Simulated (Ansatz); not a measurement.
**Li(110)/SiO2(001) interface (160 atoms): close-ups with forces and charges**

The cell holds 160 atoms: 40 Li, 40 Si and 80 O. Its edges and angles: a = 15.068 Å, b = 11.820 Å, c = 20.763 Å, α = 90.0°, β = 90.0°, γ = 101.3°. It derives from Li and SiO2. Bcc Li(110), 2 repeat layers, 20 surface cells, strained -0.86 and +1.53 %; rutile SiO2(001), 2 layers, 10 cells, +0.00 and +0.00 %; outer planes 2.29 Å apart, 12 Å of vacuum above; not relaxed, displaced by a Gaussian of 0.02 Å. Regions: Li, 40 atoms (40 Li); SiO2, 120 atoms (40 Si and 80 O). Vacuum lies along c.

Computed with Ansatz 0.2.0: Kohn-Sham DFT, RPBE, PAW (set soft_2), plane waves; cutoff 420 eV, Γ point, gaussian smearing of 0.025 eV. Geometry: the geometry as built.

The whole cell was solved; only parts of it are printed.

A closer look about O111, which bears the longest force: 37 atoms, nearest first, numbered in the order of the input, with positions taken from that point.

```
 atom      x      y      z  distance (Å)  bonds  intrinsic-atomic-orbital charge (e)     Fx     Fy  Fz (eV/Å)
 O111   0.00   0.00   0.00          0.00      2                                -0.81  -0.97   4.60       3.30
Si119   0.22  -1.05  -1.31          1.69      6                                 1.64   0.07  -1.28       0.14
Si108  -0.36   1.80  -0.01          1.84      4                                 1.57  -0.01   0.07      -5.16
  O88   0.41  -2.21   0.02          2.25      2                                -0.79   1.01  -3.91       2.82
  O74   1.97  -0.72  -1.33          2.48      3                                -0.80   0.17  -0.06       0.29
 O121  -1.55  -1.48  -1.31          2.51      3                                -0.80   0.69   0.56      -0.43
 O109   0.80   2.03  -1.32          2.55      3                                -0.80  -0.79   0.08       0.31
 O110  -1.48   1.59  -1.35          2.56      3                                -0.81  -0.30  -0.08       0.72
 O105   0.02   0.06  -2.68          2.68      3                                -0.81  -0.68   0.22       0.15
 O124  -3.03   0.12  -0.02          3.04      2                                -0.81   0.86  -3.65       2.70
  O76   2.77   1.30  -0.01          3.06      2                                -0.81   0.86  -4.28       3.35
 Si72   3.11  -0.51  -0.01          3.15      4                                 1.55   0.15  -0.02      -5.61
Si120  -2.68  -1.66  -0.01          3.15      4                                 1.57  -0.20  -0.16      -4.97
Si102  -0.36   1.82  -2.67          3.25      6                                 1.63   0.41   0.10      -1.82
  O82   0.45  -2.22  -2.67          3.50      3                                -0.80   0.08  -0.30       0.03
 O112  -0.73   3.57   0.05          3.64      2                                -0.81   0.76  -3.48       2.35
Si107   2.51   2.33  -1.34          3.68      6                                 1.64   0.65   1.52       1.16
Si155  -3.26   1.25  -1.36          3.75      6                                 1.65   0.16  -0.74       1.92
  O70   2.76   1.25  -2.67          4.03      3                                -0.81   0.42  -0.77      -0.25
 O118  -3.02   0.12  -2.70          4.05      3                                -0.81   0.24  -1.51       0.73
 Si84   0.82  -4.03   0.00          4.11      4                                 1.56  -0.53   0.39      -5.24
Si114  -2.68  -1.66  -2.65          4.12      6                                 1.64   0.05  -0.18      -1.98
 Si66   3.11  -0.48  -2.69          4.14      6                                 1.63  -0.07  -0.86      -1.10
 O123  -2.31  -3.44   0.01          4.14      2                                -0.80  -0.93   3.55       2.80
  O75   3.45  -2.32  -0.02          4.15      2                                -0.81  -0.75   4.12       3.32
Si113   0.24  -1.08  -4.01          4.16      4                                 1.09   0.15  -0.28       3.60
 O147  -3.49   2.33  -0.01          4.19      2                                -0.81  -0.63   3.91       3.18
  O99   2.30   3.51   0.05          4.20      2                                -0.80  -0.58   3.37       2.62
  O85   1.92  -3.77  -1.34          4.44      3                                -0.80   0.48   0.12       0.96
 O122  -3.80  -1.88  -1.34          4.45      3                                -0.80  -0.77  -0.53       0.23
  O73   4.24  -0.29  -1.33          4.46      3                                -0.80   0.34   0.00       0.35
  O86  -0.33  -4.24  -1.32          4.46      3                                -0.80  -0.08   0.35       0.31
  O68   1.96  -0.72  -4.00          4.51      2                                -0.92  -1.52  -0.58      -2.53
 O103   0.79   2.03  -3.96          4.52      2                                -0.91   1.73   0.52      -2.66
 O115  -1.57  -1.48  -3.98          4.53      2                                -0.90   2.76   0.79      -2.90
 O104  -1.49   1.60  -3.97          4.54      2                                -0.90  -2.19  -0.33      -2.94
 O106  -0.70   3.65  -2.67          4.58      3                                -0.81   0.25  -2.40       0.18
```

The column of bonds counts only the pairs O-Si within 2.16 Å; other neighbours, such as metal atoms beside each other in a compound, aren't counted, and periodic images can show an atom twice.

Local excerpt of 24 atoms (numbers count through the whole input) about Si53, whose charge lies farthest from its element's mean; x, y, z are measured from there.

```
 atom      x      y      z  distance (Å)  bonds  intrinsic-atomic-orbital charge (e)     Fx     Fy  Fz (eV/Å)
 Si53   0.00   0.00   0.00          0.00      4                                 1.01   0.11   0.16       3.43
 O154   0.27  -1.11   1.38          1.80      3                                -0.80  -0.56  -0.49      -1.04
 O129  -0.26   1.12   1.40          1.81      3                                -0.81   0.29   0.70      -1.38
  O55  -1.81  -0.33   0.00          1.84      2                                -0.90   2.78   0.30      -2.18
 O140   1.82   0.36   0.01          1.86      2                                -0.91  -2.67  -0.16      -2.16
 Si59   0.00  -0.02   2.71          2.71      6                                 1.65  -0.07   0.50       1.40
 Li20  -1.32   1.17  -2.27          2.87      0                                 0.34  -0.25   0.08       0.90
 Li30   0.72  -1.70  -2.27          2.93      0                                 0.34   0.10  -0.22       0.97
 Li12   1.67   1.20  -2.25          3.05      0                                 0.32   0.00  -0.11       1.21
 O151   1.72  -2.65   0.02          3.16      2                                -0.90   1.54   0.24      -2.21
 O152  -0.53  -3.12   0.02          3.16      2                                -0.91  -1.99  -0.54      -2.18
 O128  -1.71   2.69   0.02          3.19      2                                -0.91  -2.20  -0.76      -2.26
 O127   0.56   3.19   0.02          3.24      2                                -0.89   1.73  -0.20      -2.34
Si150   0.58  -2.88   1.38          3.24      6                                 1.63   0.57   0.07      -2.78
 O146   1.77   0.34   2.70          3.25      3                                -0.81  -0.27   0.29       0.13
Si126  -0.61   2.90   1.37          3.26      6                                 1.63   0.94  -0.34      -1.96
 Si54  -2.91  -0.55   1.38          3.26      6                                 1.63   0.47  -0.62      -1.76
  O61  -1.78  -0.36   2.72          3.27      3                                -0.81   0.86   0.02      -0.06
Si138   2.91   0.62   1.37          3.28      6                                 1.63  -0.49  -0.83      -2.33
 Li28  -2.30  -1.75  -2.24          3.66      0                                 0.33   0.12   0.34       0.88
  O57  -2.51  -2.36   1.36          3.71      3                                -0.81  -0.47   1.57      -0.20
 O141   3.25  -1.21   1.38          3.73      3                                -0.82  -0.06   2.14      -0.98
  O58  -3.26   1.20   1.38          3.74      3                                -0.81   0.42  -0.69      -0.72
 O142   2.56   2.37   1.37          3.75      3                                -0.81   0.27  -1.78      -0.35
```

The column of bonds counts only the pairs O-Si within 2.16 Å; other neighbours, such as metal atoms beside each other in a compound, aren't counted, and periodic images can show an atom twice.

The surroundings of O99, picked at random, nearest first, numbered as they follow in the input and with coordinates relative to it.

```
 atom      x      y      z  distance (Å)  bonds  intrinsic-atomic-orbital charge (e)     Fx     Fy  Fz (eV/Å)
  O99   0.00   0.00   0.00          0.00      2                                -0.80  -0.58   3.37       2.62
 Si96  -0.35   1.74  -0.04          1.77      4                                 1.58   0.37   0.40      -5.10
Si107   0.21  -1.18  -1.38          1.83      6                                 1.64   0.65   1.52       1.16
  O76   0.47  -2.21  -0.06          2.26      2                                -0.81   0.86  -4.28       3.35
  O98  -1.44   1.55  -1.35          2.51      3                                -0.81  -2.02  -0.54      -0.16
 O109  -1.51  -1.48  -1.36          2.51      3                                -0.80  -0.79   0.08       0.31
  O97   0.77   2.00  -1.35          2.53      3                                -0.80   1.00  -0.09       0.08
  O62   2.00  -0.78  -1.37          2.55      3                                -0.80  -1.11  -0.16       0.40
  O93   0.01  -0.01  -2.70          2.70      3                                -0.80   0.16   0.20      -0.32
  O64   2.78   1.22  -0.07          3.04      2                                -0.82   0.70  -3.59       3.35
 O112  -3.04   0.05   0.00          3.04      2                                -0.81   0.76  -3.48       2.35
 Si60   3.10  -0.53  -0.03          3.15      4                                 1.57   0.18  -0.35      -5.63
Si108  -2.67  -1.71  -0.06          3.17      4                                 1.57  -0.01   0.07      -5.16
 Si90  -0.35   1.78  -2.73          3.27      6                                 1.64  -0.02  -0.31      -0.87
  O70   0.45  -2.26  -2.71          3.56      3                                -0.81   0.42  -0.77      -0.25
 O100  -0.69   3.54  -0.05          3.60      2                                -0.81   0.64  -3.47       3.00
 Si95   2.55   2.30  -1.38          3.70      6                                 1.64  -0.43   1.40       1.90
Si143  -3.25   1.18  -1.37          3.72      6                                 1.64   0.50   0.68       1.42
  O58   2.76   1.22  -2.69          4.04      3                                -0.81   0.42  -0.69      -0.72
 O106  -3.01   0.14  -2.72          4.06      3                                -0.81   0.25  -2.40       0.18
 Si72   0.80  -4.03  -0.05          4.10      4                                 1.55   0.15  -0.02      -5.61
 Si54   3.11  -0.52  -2.69          4.15      6                                 1.63   0.47  -0.62      -1.76
  O87  -3.46   2.31  -0.02          4.16      2                                -0.81  -0.64   3.43       2.53
Si102  -2.66  -1.69  -2.72          4.16      6                                 1.63   0.41   0.10      -1.82
  O63   3.48  -2.32  -0.04          4.18      2                                -0.80  -0.65   3.30       2.85
  O51   2.31   3.49  -0.07          4.19      2                                -0.80  -0.59   3.26       3.08
 O111  -2.30  -3.51  -0.05          4.20      2                                -0.81  -0.97   4.60       3.30
Si101   0.28  -1.17  -4.07          4.25      4                                 1.03  -1.15   1.32       4.19
  O61   4.24  -0.33  -1.35          4.46      3                                -0.81   0.86   0.02      -0.06
  O74  -0.34  -4.24  -1.37          4.47      3                                -0.80   0.17  -0.06       0.29
 O110  -3.78  -1.92  -1.40          4.47      3                                -0.81  -0.30  -0.08       0.72
  O73   1.94  -3.80  -1.37          4.48      3                                -0.80   0.34   0.00       0.35
  O94  -0.72   3.53  -2.69          4.50      3                                -0.81   0.16  -0.40      -0.44
 O103  -1.51  -1.48  -4.01          4.54      2                                -0.91   1.73   0.52      -2.66
  O91   0.76   2.02  -4.02          4.57      2                                -0.90   2.64   0.19      -2.94
  O92  -1.45   1.53  -4.07          4.58      2                                -0.91  -2.60  -0.32      -2.68
  O56   2.02  -0.77  -4.05          4.59      2                                -0.90  -2.28  -0.63      -2.29
 Si66   0.81  -4.00  -2.73          4.91      6                                 1.63  -0.07  -0.86      -1.10
  O45   2.28   3.45  -2.71          4.95      3                                -0.81   0.46   1.12       0.33
 O105  -2.28  -3.45  -2.72          4.95      3                                -0.81  -0.68   0.22       0.15
 Si83  -0.95   4.67  -1.35          4.96      6                                 1.64   0.69  -0.58       0.66
  O81  -3.48   2.33  -2.70          4.98      3                                -0.81   0.05   0.33      -0.34
  O57   3.51  -2.34  -2.71          5.02      3                                -0.81  -0.47   1.57      -0.20
Si119  -2.09  -4.56  -1.35          5.19      6                                 1.64   0.07  -1.28       0.14
  O50   0.87   5.01  -1.38          5.27      3                                -0.81  -1.65   0.11       0.81
 Si71   3.74  -3.44  -1.39          5.27      6                                 1.64  -0.58   0.19       2.07
  O85  -2.70   4.31  -1.39          5.27      3                                -0.80   0.48   0.12       0.96
 O145  -5.03   0.83  -1.37          5.28      3                                -0.81   1.50   0.22      -0.10
 O134   4.36   2.73  -1.34          5.31      3                                -0.82  -2.76  -0.69      -0.46
 Si89   2.54   2.37  -4.04          5.33      4                                 1.07   0.10  -0.02       2.55
Si137  -3.26   1.19  -4.08          5.35      4                                 1.10   0.87   0.63       3.57
```

The column of bonds counts only the pairs O-Si within 2.16 Å; other neighbours, such as metal atoms beside each other in a compound, aren't counted, and periodic images can show an atom twice.

Neighbours are counted within 2.16 Å (O-Si), cutoffs set anew for this text.

Length of the force by element and coordination:

```
element  coordination  atoms  mean length of the force (eV/Å)  spread   least  most
     Li           all     40                            0.542   0.508  0.0192  1.50
      O           all     80                             2.68    1.60   0.311  5.75
      O             2     40                             4.10   0.808    2.71  5.75
      O             3     40                             1.26   0.654   0.311  2.88
     Si           all     40                             3.07    1.41   0.920  5.64
     Si             4     20                             4.18    1.13    2.03  5.64
     Si             6     20                             1.97   0.530   0.920  2.85
```

Intrinsic-atomic-orbital charges by element and coordination:

```
element  coordination  atoms  mean charge (e)  spread    least    most
     Li           all     40            0.183   0.129  -0.0238   0.396
      O           all     80           -0.832  0.0412    -0.92  -0.794
      O             2     40           -0.855  0.0475    -0.92  -0.794
      O             3     40           -0.808  0.0052   -0.819  -0.798
     Si           all     40             1.48   0.234     1.01    1.65
     Si             4     20             1.32   0.246     1.01    1.60
     Si             6     20             1.64  0.0063     1.63    1.65
```

Only the Γ point is sampled, in a cell whose shortest periodic width is 12 Å, which is coarse for a cell with partly filled levels.

[Logs are printed without paths, hosts, clocks, repeated set-up lines and the standing remarks that a program may print on its own settings, such as how far it seeks lower states.]

[Hosts, paths, dates, database ids (printed as entryN), source tags and the programs' standing remarks are cut or masked in the printed files.]
